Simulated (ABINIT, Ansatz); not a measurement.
# Calculated records

## Quasiparticle gap of CsPbCl3 (R32) in ABINIT

Symmetry: R32, No. 155, trigonal system. The conventional cell has a = 8.006 Å, b = 8.006 Å, c = 9.887 Å, α = 90.00°, β = 90.00°, γ = 120.00°. Nearest to Cs lie 12 Cl at 3.85 to 4.15 Å. Pb has 6 Cl at 2.84 Å nearest. Nearest to Cl lie 2 Pb at 2.84 Å and 4 Cs at 3.85 to 4.15 Å. Farther neighbours, and contacts between anions beyond the nearest, are not listed.

```yaml
method: RPA screening on LDA, plane waves, norm-conserving pseudopotentials (and 2 further levels or steps)
program: ABINIT 10.8.3
settings: cutoff 24 Ha, PseudoDojo scalar-relativistic 0.4.1 standard, norm-conserving, ngkpt (2, 2, 2), nband 111, ecuteps 3.6 Ha, inclvkb 2, shiftk (0, 0, 0), symchi 1, awtr 1, frequency ppm, 2×2×2 k-mesh
cost: 5 runs, 5.3 min in all on 4 MPI ranks of Arm Neoverse N1, shared host
notes: The cell and positions are those that the Materials Project relaxed with its own functionals (PBE, PBE+U or r2SCAN), kept fixed. Limits: no spin-orbit coupling. The 2×2×2 mesh is coarse for this cell, which bears on the long-range parts of exchange and screening. The norm-conserving file of at least one element keeps a d shell over frozen s and p shells of the same row. Exchange with those shells is missing from the self-energy, an error of 0.3 to 0.9 eV in cases checked, whose sign depends on which edge lies on those atoms.
lda_gap: 1.96 eV, indirect (only 1 meV under the direct gap)
g0w0_gap_on_the_mesh: 3.39 eV
gw_settings: 2×2×2 mesh, 111 bands, screening to 98 eV, Godby-Needs plasmon pole
known_limits: short of the basis limit; exchange with frozen shells missing; no spin-orbit coupling; coarse k mesh
```

G0W0 moves the gap on the mesh from 1.97 eV to 3.39 eV (+1.42 eV), with Z of 0.79 and 0.82 at the edges. Local fields lower the RPA ε∞ on this mesh from 8.00 to 6.96; a Γ-centred mesh this coarse tends to raise both, most where the direct gap is narrow, while a short band sum lowers them.

[Long decimals in the printed logs are rounded to 6 places.]

[Logs are printed without paths, hosts, clocks, repeated set-up lines and the standing remarks that a program may print on its own settings, such as how far it seeks lower states.]

[Paths, hosts, dates, memory and timing lines, banners, echoed tables and standing remarks are left out of the program output; an Ansatz launch command may be rebuilt from the run's recorded settings. Measured values are a selection of at most five: reports struck by readers or far from the other reports are left out. None is set beside runs whose start may be inverted or whose files or cutoffs have a known fault.]

[Runs of the session that timed out or met a known fault of the program may be left out.]

[Hosts, paths, dates, database ids (printed as entryN), source tags and the programs' standing remarks are cut or masked in the printed files.]

[G0W0 gaps are taken among the corrected bands and points alone; a level outside them can change the order at an edge.]

[Where Ansatz stands beside ABINIT at settings called matched, ABINIT's density can come from a denser mesh and the files from another edition; pairs whose starting gaps differed by over 0.03 eV were left out, so agreement reads better than it is.]
